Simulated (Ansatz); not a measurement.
# BeBi3 (built on the sites of a database entry of SrBi3): a soft mode frozen in, part 3 of 3

Aim: this structure of BeBi3 (built on the sites of a database entry of SrBi3) is to be tested for unstable modes, and one is followed downhill.

Ansatz 0.2.0; DFT PBEsol, scalar-relativistic, plane waves, norm-conserving pseudopotentials.

So far. Step 5 (Energy along the mode, all amplitudes (two of the runs …): The lowest of the steps tried is the last one, at 0.6 Å, 30.4 meV/atom below the parent; the bottom of the well need not coincide with a step. Step 7 (The new phase in its own primitive cell): The largest force component left is 0.046 meV/Å and the pressure is 0.001 GPa, within the tolerances set. The cell now holds 27.95 Å³/atom. The relaxed cell has a = 5.257, c = 4.046 Å (conventional setting).

The structure was built from a prototype and need not be the compound's stable phase.

**8. Modes of the new phase, k-mesh 8×8×10**

A relaxed structure may still be a saddle point, so its zone-centre modes are computed. No field response is asked, since the mesh shows no gap.

File input.yaml:

```yaml
crystal:
  lattice:
    - [5.2565931058, 0.0, 0.0]
    - [0.0, 5.2565931058, 0.0]
    - [0.0, 0.0, 4.0460784883]
  atoms:
    - { symbol: Be, position: [0.0, 0.0, 0.3884791143] }
    - { symbol: Bi, position: [0.5, 0.0, 0.4174032299] }
    - { symbol: Bi, position: [0.5, 0.5, 0.8980678671] }
    - { symbol: Bi, position: [0.0, 0.5, 0.4174032299] }
kpoints:
  mp_grid: { grid: [8, 8, 10] }
hamiltonian:
  xc: pbesol
  pseudopotentials: { kind: nc }
scf:
  occupations: { method: methfessel_paxton, width: 0.2 }
output:
  eigenvalues: true
phonons:
  method: dfpt
```

On the command line:

```bash
$ ansatz run input.yaml --threads 8 --pin off --max-ram 14336MiB --backend cpu --events-out ev --progress --plain --runs-dir out
```

Numbers of over 12 decimals in the logs are rounded to 6 here.

Log:

```text
zone centre: on kpoints.mp_grid the ground state, and the responses unless they are solved on pairs of k-points, stand on 150 of the mesh's 640 k-points, reduced under 4 symmetry operations, with k and −k counted as one. Each operation leaves every solved displacement unchanged or reverses it
[...]
Crystal: 4 atoms, lattice volume = 111.800 Å³
Basis set: ecut = 1197.300995 eV, 10463 PW (Γ), exchange–correlation on 120×120×96 points (8 copies of the dense FFT grid, shifted against one another)
Bands: 30, of which v1, the nominal top of the filled ones, is band 25 counted from 1 (24 counted from 0)
Symmetry: 8 space group operations
k-points: 150 of 640 (irreducible under 4 space group operations, time reversal used)
[...]
SCF iter   1: F=—  HF=-7044.323850 eV  |F-HF|=—  |Δ(HF+E_count)|=         —  Δρ=2.00e-2  dr2=1.19e0  ethr=3.10e-3  ⟨swp⟩=7.5  Hψ=20942  notcnv=0
[...]
SCF iter  11: F=-7044.010519 eV  HF=-7044.010519 eV  |F-HF|=9.09e-13  |Δ(HF+E_count)|=  2.18e-11  S|Δr|=    0.00e0  Δρ=7.16e-8  dr2=6.02e-12  ethr=1.00e-12  ⟨swp⟩=9.9  Hψ=26603  notcnv=0
SCF 1 converged in 11 iterations: F = -7044.010519 eV  dr2 = 6.02e-12
DFPT response loops at Γ: preconditioner auto → Kerker (q_TF=auto, 2.378 Å⁻¹) (partly filled bands, converged f_vac=0.000); β = 1.00, the filter's whole step (`scf.mixing.beta` (0.50) is not read by the response loops under this deck's `scf.mixing.preconditioner`; to damp them name `kerker` or `kerker_dos`, under which they read `scf.mixing.beta`, and type it under 1.00, their step now; both keys bind the ground state too); Broyden in place of MSR1
SCF converged after 11 iterations
[...]
Free energy (F): -7044.010519 eV
[...]
Internal energy: -7044.011297 eV  (E = F + TS)
E sigma→0 (E₀):  -7044.010713 eV
Entropy (-TS):   0.000778 eV (0.194 meV/atom)
Fermi energy:    10.162662 eV
[...]
--- Band table (eV; the first three rows and the last of 150) ---
  k-point 0: bands = [... 21 lower, 8.1120, 8.9139, 8.9139, 9.6920, 11.9746, 12.8145, 13.5752, 14.4049, ... 1 higher]
  k-point 1: bands = [... 21 lower, 7.7992, 8.9549, 8.9549, 9.9477, 11.4421, 12.2807, 13.8161, 13.8161, ... 1 higher]
  k-point 2: bands = [... 21 lower, 7.3628, 9.0576, 9.0576, 10.3075, 10.4125, 11.2370, 12.7090, 12.7090, ... 1 higher]
  k-point 149: bands = [... 21 lower, 5.9134, 5.9134, 9.6918, 12.4361, 12.4736, 13.9631, 13.9631, 14.2288, ... 1 higher]
--- Phonons (Γ-DFPT): 7 representative perturbations + reference, on 150 of 640 k-points (Σ response iterations 28) ---
  k mesh reduced under 4 symmetry operations, with k and −k counted as one. Each operation leaves every solved displacement unchanged or reverses it
  ASR residual: 3.187e-5 → 0.000e0 eV/Å²; symmetrization residual: 1.040e-6 eV/Å²
  ASR residual per site (eV/Å²): 3.19e-5 1.69e-5 2.08e-5 1.69e-5
[...]
non-analytic LO–TO correction: not included (Born effective charges unavailable; polar crystals: no LO–TO splitting at Γ)
```

Elapsed: 3.3 min, on 8 threads of Arm Neoverse V2, shared host; peak memory 7 GiB; 25 min of CPU time.

This step gave:

```yaml
sum_rule_residual_before_enforcement: 3.19e-5 eV/Å²
point_group: 4mm
highest_optical_mode_at_the_zone_centre_no_lo_to_term: 351.9 cm⁻¹
lowest_optical_zone_centre_mode: -30.39 cm⁻¹
```

Patterns of degenerate modes are one choice out of their space. Modes at Γ, with each element's share of the kinetic energy (negative means imaginary):

```csv
mode,frequency (cm⁻¹),symmetry,Be %,Bi %
1,-30.4,B1,0,100
2,0.0,acoustic,1,99
3,0.0,acoustic,1,99
4,0.0,acoustic,1,99
5,27.8,A1,7,93
6,45.2,E,3,97
7,45.2,E,3,97
8,67.0,E,0,100
9,67.0,E,0,100
10,92.3,A1,91,9
11,351.9,E,95,5
12,351.9,E,95,5
```

Displacements in mode 1 (-30.4 cm⁻¹), the largest set to 1:
```
Be1  0.00  0.00  0.00
Bi2  0.00  0.00 -1.00
Bi3  0.00  0.00  0.00
Bi4  0.00  0.00  1.00
```

Displacements in mode 12 (351.9 cm⁻¹), the largest set to 1:
```
Be1  0.00  1.00  0.00
Bi2  0.00  0.00  0.00
Bi3  0.00  0.00  0.00
Bi4  0.00 -0.05  0.00
```

Before it was imposed, the acoustic sum rule was missed by 3.2e-5 eV/Å². Small misses are needed for a sound result but don't prove that mesh and cutoff are converged. The lowest optical mode is imaginary, 30.4i cm⁻¹, so the energy falls along it.

**9. What came out**

```yaml
unstable_mode_of_the_parent: q = (0, 0, 0), 158i cm⁻¹
depth_at_the_lowest_point_sampled: 30.4 meV/atom
largest_atomic_shift_at_that_point: 0.6 Å
space_group_reached_within_0p01_a: P4mm
energy_gained_over_the_parent_first_relaxation_on_the_mesh_of_the_frozen_mode: 135 meV/atom
volume_per_atom_phase_reached: 28.0 Å³
lowest_optical_zone_centre_mode_phase_reached: -30.4 cm⁻¹
highest_optical_mode_at_the_zone_centre_no_lo_to_term_phase_reached: 352 cm⁻¹
```

In words: Along this mode the structure falls into P4mm, 135 meV/atom below the parent. At the parent's cell the well is 30.41 meV/atom deep on the steps tried, with its lowest point at a shift of 0.6 Å. That is the last step tried, so the steps alone don't bracket the bottom of the well. Relaxing atoms and cell changes the gain by +104.14 meV/atom against the lowest step (energies at zero smearing). Most of the total comes from this relaxation. The new phase still has an imaginary mode at the zone centre of its cell, so it is a saddle point on the way to a lower structure. Of the 2 patterns followed to their end from this parent, this one reaches the lowest energy. Each path keeps the symmetry of its pattern, so a lower phase may lie along a pattern not tried. With no gap, or one that is small against the smearing, the frequencies hang on the k mesh and the smearing, most of all near Kohn anomalies. The phonon runs are without spin polarisation, although the cell has an odd electron count. Spin-orbit coupling is left out, which can matter for the heavy elements here. A phonon run warned that its eigensolver left some bands unconverged in a pass. The starting cell was built on a prototype and not taken from a measurement, so the phase need not exist.

[Logs are printed without paths, hosts, clocks, repeated set-up lines and the standing remarks that a program may print on its own settings, such as how far it seeks lower states.]

[Hosts, paths, dates, database ids (printed as entryN), source tags and the programs' standing remarks are cut or masked in the printed files.]
